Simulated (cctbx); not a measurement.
# Accept or mend?

Cell a = 8.8800 Å, b = 4.9940 Å, c = 7.1980 Å, α = 90.00°, β = 104.85°, γ = 90.00°; space group C2/c (no. 15). The compound is Zn2InPd2.

Simulated single-crystal data (cctbx): Mo Kα, λ = 0.71073 Å, to d = 0.65 Å, 50 % of the full sphere, strongest reflection 70000 counts, noise from counting, a 2 % proportional error and a noise floor of 8 counts (s.d.); no absorption, and some extinction, which the refinements don't model.

An anisotropic refinement with weights 1/σ² prints:

```text
Rint 0.017, 552 unique reflections to 0.65 A
cycle     R1     wR2    GooF  max shift (A)
   1  0.0645  0.1682   5.971   0.00124
   2  0.0153  0.0376   1.334   0.00000
final R1 0.0153 wR2 0.0376 GooF 1.334  parameters 23  data/parameter 24.0
atom        x        y        z      Ueq    occ   su(xyz)  su(Uiso or U11)
In1    0.00000  0.85561  0.25000   0.0146  1.000  0.00006  0.0001
Pd1    0.63540  0.35958  0.00889   0.0261  1.000  0.00005  0.0001
Zn1    0.85904  0.35718  0.36245   0.0235  1.000  0.00009  0.0002
difference map: max 0.73 min -0.75 rms 0.22
Q1    0.1433  0.3695  0.6434    8    0.75  1.37 A from Zn1
Q2    0.1880  0.3345  0.2021    8    0.74  0.55 A from Zn1
Q3    0.1358  0.0967  0.9061    8    0.69  1.40 A from Pd1
Q4    0.2058  0.4775  0.7793    8    0.66  1.32 A from Zn1
Q5    0.0764  0.1102  0.8423    8    0.62  0.84 A from In1
Q6    0.0287  0.1700  0.0763    8    0.61  1.36 A from Zn1
```

Q: Accept it or mend it, and why?

Mend it. The fault: anomalous dispersion left out. Against the right model at the same level, R1 goes from 0.0130 to 0.0153 and GooF from 1.03 to 1.33. No atom is wrong: without f′ and f″ the atoms near an edge get the wrong scattering power, which U and the scale absorb. The signs are weak, and the output alone doesn't single this fault out.

The compound is Zn2InPd2. The right model at the same level gives:

```text
Rint 0.017, 552 unique reflections to 0.65 A
cycle     R1     wR2    GooF  max shift (A)
   1  0.0590  0.1542   5.473   0.00112
   2  0.0130  0.0292   1.035   0.00000
final R1 0.0130 wR2 0.0292 GooF 1.035  parameters 23  data/parameter 24.0
atom        x        y        z      Ueq    occ   su(xyz)  su(Uiso or U11)
In1    0.00000  0.85559  0.25000   0.0140  1.000  0.00004  0.0001
Pd1    0.63541  0.35960  0.00890   0.0248  1.000  0.00004  0.0001
Zn1    0.85903  0.35717  0.36248   0.0253  1.000  0.00007  0.0001
difference map: max 0.72 min -0.63 rms 0.19
Q1    0.1473  0.3661  0.6436    8    0.75  1.38 A from Zn1
Q2    0.1281  0.0927  0.9025    8    0.64  1.39 A from Pd1
Q3    0.0292  0.1664  0.0733    8    0.63  1.37 A from Zn1
Q4    0.2087  0.4790  0.7806    8    0.56  1.33 A from Zn1
Q5    0.0000  0.0000  0.0000    4    0.56  1.38 A from Pd1
Q6    0.0841  0.2893  0.7991    8    0.53  1.03 A from In1
```

This is a model crystal, built by substitution and not relaxed, with assumed displacement parameters.

[Middle refinement cycles are left out of these outputs.]

[Logs are printed without paths, hosts, clocks, repeated set-up lines and the standing remarks that a program may print on its own settings, such as how far it seeks lower states.]
